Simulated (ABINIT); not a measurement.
# RbCaH3 (Pm-3m): Raman and infrared activity, part 3 of 3

Aim: Raman and infrared lines of RbCaH3 (Pm-3m).

ABINIT 10.8.3; DFT LDA, scalar-relativistic, plane waves, PseudoDojo norm-conserving pseudopotentials.

So far. Step 8 (Zone-centre response): The acoustic modes at Γ come out as far as 0.5 cm⁻¹ from zero, where they should vanish, a small numerical error; the Born charges miss their sum rule by 5.3e-4 e, which is good. Step 9 (Modes with the sum rule): The rule moves no optical mode by more than 0.1 cm⁻¹. The relaxed cell has a = 4.397 Å (conventional setting).

The structure was built from a prototype and need not be the compound's stable phase.

## (10) Sum rules set otherwise (asr 0)

Without the rule the raw error of the acoustic modes shows.

Input file anaddb.abi:

```
ddb_filepath "gamma_DDB"
output_file "anaddb.abo"
outdata_prefix "anaddb"
asr 0
chneut 0
enunit 2
eivec 1
nph1l 1
qph1l 0.0 0.0 0.0 1.0
dieflag 1
nph2l 3
qph2l 
    1.0 0.0 0.0 0.0
    0.0 0.0 1.0 0.0
    1.0 1.0 1.0 0.0
nlflag 1
ramansr 1
alphon 1
prtmbm 1
```

Input file mrgddb.in:

```
gamma_DDB
merged
3
dfpt_gammao_DS2_DDB
dfpt_gammao_DS3_DDB
gso_DDB
```

Command:

```
mrgddb < mrgddb.in > mrgddb.log
OMP_NUM_THREADS=1 anaddb anaddb.abi > anaddb.log
```

anaddb.abo, the main output file:

```text
[banners, grids, parts of the stress and lines that vanish by symmetry left out]
-outvars_anaddb: echo values of input variables ----------------------

 Flags :
[...]
Dielectric Tensor and Effective Charges
[...]
Effective charge tensors after
[...]
1          1       -0.000000000       -0.000000000       -0.000000000
[...]
1          2       -0.000000000       -0.000000000       -0.000000000
[...]
1          3       -0.000000000       -0.000000000       -0.000000000
[...]
2          1       -0.000000000       -0.000000000       -0.000000000
[...]
2          2       -0.000000000       -0.000000000       -0.000000000
[...]
2          3       -0.000000000       -0.000000000       -0.000000000
[...]
3          1       -0.000000000       -0.000000000       -0.000000000
[...]
3          2       -0.000000000       -0.000000000       -0.000000000
[...]
3          3       -0.000000000       -0.000000000       -0.000000000
[...]
4          1       -0.000000000       -0.000000000       -0.000000000
[...]
4          2       -0.000000000       -0.000000000       -0.000000000
[...]
4          3       -0.000000000       -0.000000000       -0.000000000
[...]
5          1       -0.000000000       -0.000000000       -0.000000000
[...]
5          2       -0.000000000       -0.000000000       -0.000000000
[...]
5          3       -0.000000000       -0.000000000       -0.000000000
[...]
Phonon wavevector (reduced coordinates) :  0.00000  0.00000  0.00000
 Phonon energies in Hartree :
[...]
Phonon energies in meV     :
- -6.149913E-02 -6.149910E-02 -6.149902E-02  1.343394E+01  1.343394E+01
-  1.343394E+01  4.348628E+01  4.348628E+01  4.348628E+01  5.047290E+01
-  5.047290E+01  5.047290E+01  1.495640E+02  1.495640E+02  1.495640E+02
 Phonon frequencies in cm-1    :
- -4.960239E-01 -4.960237E-01 -4.960231E-01  1.083520E+02  1.083520E+02
-  1.083520E+02  3.507405E+02  3.507405E+02  3.507405E+02  4.070914E+02
-  4.070914E+02  4.070914E+02  1.206315E+03  1.206315E+03  1.206315E+03
 Phonon frequencies in Thz     :
- -1.487042E-02 -1.487042E-02 -1.487040E-02  3.248312E+00  3.248312E+00
-  3.248312E+00  1.051494E+01  1.051494E+01  1.051494E+01  1.220429E+01
-  1.220429E+01  1.220429E+01  3.616442E+01  3.616442E+01  3.616442E+01
 Phonon energies in Kelvin  :
- -7.136678E-01 -7.136675E-01 -7.136665E-01  1.558944E+02  1.558944E+02
-  1.558944E+02  5.046374E+02  5.046374E+02  5.046374E+02  5.857137E+02
-  5.857137E+02  5.857137E+02  1.735619E+03  1.735619E+03  1.735619E+03
[...]
-  1  0.00000000E+00  0.00000000E+00  2.06556903E-03
-     0.00000000E+00  0.00000000E+00  0.00000000E+00
-  2  0.00000000E+00  0.00000000E+00  2.06572680E-03
-     0.00000000E+00  0.00000000E+00  0.00000000E+00
-  3  0.00000000E+00  0.00000000E+00  2.06571678E-03
-     0.00000000E+00  0.00000000E+00  0.00000000E+00
-  4  0.00000000E+00  0.00000000E+00  2.06571209E-03
-     0.00000000E+00  0.00000000E+00  0.00000000E+00
-  5  0.00000000E+00  0.00000000E+00  2.06571209E-03
-     0.00000000E+00  0.00000000E+00  0.00000000E+00
[...]
-  1  0.00000000E+00 -2.06556903E-03  0.00000000E+00
-     0.00000000E+00  0.00000000E+00  0.00000000E+00
-  2  0.00000000E+00 -2.06572680E-03  0.00000000E+00
-     0.00000000E+00  0.00000000E+00  0.00000000E+00
-  3  0.00000000E+00 -2.06571209E-03  0.00000000E+00
-     0.00000000E+00  0.00000000E+00  0.00000000E+00
-  4  0.00000000E+00 -2.06571678E-03  0.00000000E+00
-     0.00000000E+00  0.00000000E+00  0.00000000E+00
-  5  0.00000000E+00 -2.06571209E-03  0.00000000E+00
-     0.00000000E+00  0.00000000E+00  0.00000000E+00
[...]
-  1  2.06556903E-03  0.00000000E+00  0.00000000E+00
-     0.00000000E+00  0.00000000E+00  0.00000000E+00
-  2  2.06572680E-03  0.00000000E+00  0.00000000E+00
-     0.00000000E+00  0.00000000E+00  0.00000000E+00
-  3  2.06571209E-03  0.00000000E+00  0.00000000E+00
-     0.00000000E+00  0.00000000E+00  0.00000000E+00
-  4  2.06571209E-03  0.00000000E+00  0.00000000E+00
-     0.00000000E+00  0.00000000E+00  0.00000000E+00
[...]
-  4  1.07126180E-03  7.17384091E-06  0.00000000E+00
[...]
-  5 -2.30654178E-02 -3.33185456E-07  0.00000000E+00
[...]
-     1         -0.000000     0.000000     0.000208     0.000208
-     2         -0.000000    -0.000208     0.000000     0.000208
[...]
-    14          0.000000     1.022681     0.000000     1.022681
-    15          1.022681    -0.000000     0.000000     1.022681
[...]
-   1     Real    0.0000E+00  0.0000E+00  9.2627E-13  0.0000E+00  0.0000E+00  0.0000E+00  9.2627E-13
[...]
-   2     Real    0.0000E+00  9.2627E-13  0.0000E+00  0.0000E+00  0.0000E+00  0.0000E+00  9.2627E-13
[...]
-   3     Real    9.2627E-13  0.0000E+00  0.0000E+00  0.0000E+00  0.0000E+00  0.0000E+00  9.2627E-13
[...]
-   4     Real    0.0000E+00  0.0000E+00  2.2943E-05  0.0000E+00  0.0000E+00  0.0000E+00  2.2943E-05
[...]
-   5     Real    0.0000E+00  2.2943E-05  0.0000E+00  0.0000E+00  0.0000E+00  0.0000E+00  2.2943E-05
[...]
-   6     Real    2.2943E-05  0.0000E+00  0.0000E+00  0.0000E+00  0.0000E+00  0.0000E+00  2.2943E-05
[...]
-   7     Real    0.0000E+00  0.0000E+00  0.0000E+00  0.0000E+00  0.0000E+00  0.0000E+00  0.0000E+00
[...]
-   8     Real    0.0000E+00  0.0000E+00  0.0000E+00  0.0000E+00  0.0000E+00  0.0000E+00  0.0000E+00
[...]
-   9     Real    0.0000E+00  0.0000E+00  0.0000E+00  0.0000E+00  0.0000E+00  0.0000E+00  0.0000E+00
[...]
-  10     Real    0.0000E+00  0.0000E+00  9.2664E-04  0.0000E+00  0.0000E+00  0.0000E+00  9.2664E-04
[...]
-  11     Real    0.0000E+00  9.2664E-04  0.0000E+00  0.0000E+00  0.0000E+00  0.0000E+00  9.2664E-04
[...]
-  12     Real    9.2664E-04  0.0000E+00  0.0000E+00  0.0000E+00  0.0000E+00  0.0000E+00  9.2664E-04
[...]
-  13     Real    0.0000E+00  0.0000E+00  5.5908E-04  0.0000E+00  0.0000E+00  0.0000E+00  5.5908E-04
[...]
-  14     Real    0.0000E+00  5.5908E-04  0.0000E+00  0.0000E+00  0.0000E+00  0.0000E+00  5.5908E-04
[...]
-  15     Real    5.5908E-04  0.0000E+00  0.0000E+00  0.0000E+00  0.0000E+00  0.0000E+00  5.5908E-04
[...]
-         0.000000000       0.000000000       0.000000000
-         0.000000000       0.000000000       0.000000000
-         0.000000000       0.000000000       0.000000000
[...]
-         0.000000000       0.000000000       0.000000000
-         0.000000000       0.000000000       0.000000000
-         0.000000000       0.000000000       0.000000000
[...]
Phonon at Gamma, with non-analyticity in the
[...]
Phonon energies in Hartree :
[...]
Phonon energies in meV     :
- -6.149913E-02 -6.149910E-02 -6.148869E-02  1.343394E+01  1.343394E+01
-  1.471561E+01  4.348628E+01  4.348628E+01  4.348628E+01  5.047290E+01
-  5.047290E+01  7.962854E+01  1.495640E+02  1.495640E+02  1.600581E+02
 Phonon frequencies in cm-1    :
- -4.960239E-01 -4.960237E-01 -4.959397E-01  1.083520E+02  1.083520E+02
[...]
Phonon frequencies in Thz     :
[...]
Phonon energies in Kelvin  :
[...]
-  1  0.00000000E+00  0.00000000E+00 -2.06556903E-03
[...]
-  2  0.00000000E+00  0.00000000E+00 -2.06572680E-03
[...]
-  3  0.00000000E+00  0.00000000E+00 -2.06571678E-03
[...]
-  4  0.00000000E+00  0.00000000E+00 -2.06571209E-03
[...]
Phonon at Gamma, with non-analyticity in the
[...]
Phonon energies in Hartree :
[...]
Phonon energies in meV     :
[...]
Phonon frequencies in cm-1    :
[...]
Phonon frequencies in Thz     :
[...]
Phonon energies in Kelvin  :
[...]
Phonon at Gamma, with non-analyticity in the
[...]
Phonon energies in Hartree :
[...]
Phonon energies in meV     :
[...]
Phonon frequencies in cm-1    :
[...]
Phonon frequencies in Thz     :
[...]
Phonon energies in Kelvin  :
[...]
-  1.707676E+02  5.046374E+02  5.046374E+02  5.046374E+02  5.857137E+02
-  5.857137E+02  9.240509E+02  1.735619E+03  1.735619E+03  1.857397E+03
[...]
-  4  8.51741412E-04  1.28802650E-02 -2.53523940E-04
[...]
-  5 -1.83389079E-02 -5.98217473E-04 -2.53523940E-04
[...]
-         0.000000000       0.000000000       0.000000000
-         0.000000000       0.000000000       0.000000000
[...]
Direction                     Dielectric constant
[...]
0.00000   0.00000   1.00000     11.82241503
   1.00000   1.00000   1.00000     11.82241503
-
```

Run time: 1.5 s. Hardware: 1 thread of Arm Neoverse V1, shared host.

Zone-centre frequencies as printed; negative means imaginary. Modes:

```tsv
mode	frequency (cm⁻¹)
1	-0.5
2	-0.5
3	-0.5
4	108.3
5	108.3
6	108.3
7	350.7
8	350.7
9	350.7
10	407.1
11	407.1
12	407.1
13	1206
14	1206
15	1206
```

## (11) Summary of results

```
space group after relaxation                                           : Pm-3m
volume per atom                                                        : 17.0 Å³
highest optical zone-centre mode (no LO-TO term)                       : 1206 cm⁻¹
lowest optical zone-centre mode                                        : 108.3 cm⁻¹
highest mode moved by the LO-TO term                                   : 1291 cm⁻¹
mean high-frequency dielectric constant                                : 3.46
largest Born charge in size (third of the trace)                       : 1.74 e
mean static dielectric constant                                        : 11.8
imaginary optical modes at the zone centre (no q mesh in this session) : none
```

In words: No mode is Raman active in this structure; the strongest infrared line lies at 407 cm⁻¹. At the LDA level the optical modes of RbCaH3 (Pm-3m) at the zone centre (no LO-TO term) run from 108 to 1206 cm⁻¹. Along the directions run, the highest mode that the macroscopic field moves lies at 1291 cm⁻¹. Lattice motion raises the mean dielectric constant from 3.457 to 11.82. These are harmonic frequencies at zero temperature: anharmonic shifts and linewidths and thermal expansion are left out. The structure is a hypothetical one, built on a prototype.

[Host names and launcher messages were left out of these logs when they were recorded.]

[Logs are printed without paths, hosts, clocks, repeated set-up lines and the standing remarks that a program may print on its own settings, such as how far it seeks lower states.]

[Hosts, paths, dates, database ids (printed as entryN), source tags and the programs' standing remarks are cut or masked in the printed files.]
